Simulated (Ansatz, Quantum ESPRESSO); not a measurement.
# antimonene, 1 layer, rectangular cell: the energy at a withheld member of a series

Method. Quantum ESPRESSO 7.5, PBE, GBRV ultrasoft. Cell and atoms are first relaxed; each strained cell is then held, the other axis too, and the atoms relax in it. A periodic run with 15 Å of vacuum in the starting cell gives the vacuum levels, and bands follow along a path. The series steps strain along the second axis. Energies count from the lowest.

```tsv
strain along the second axis	energy (eV)
-4 %	0.0538
-3 %	0.0303
-2 %	0.0136
-1 %	0.0038
0 %	0.0000
1 %	0.0021
2 %	0.0097
3 %	0.0230
```

One more run was made and is withheld. What is the energy at 4 %?

**Fit.** The rows at 2 % and 3 % give a slope of (0.0230 − (0.0097))/(3 − (2)) = 0.0133, so a straight line gives 0.0363 eV. A parabola through these and the row at 1 % gives 0.0420 eV.

**The withheld run.** 0.0412 eV. The line misses by −0.0049 and the parabola by +0.0008 eV. The parabola does better.

**Limits.** Semilocal gaps are too small; the 1×1 cell can't ripple over many cells under compression as a free sheet would. No spin-orbit coupling.

[Logs are printed without paths, hosts, clocks, repeated set-up lines and the standing remarks that a program may print on its own settings, such as how far it seeks lower states.]
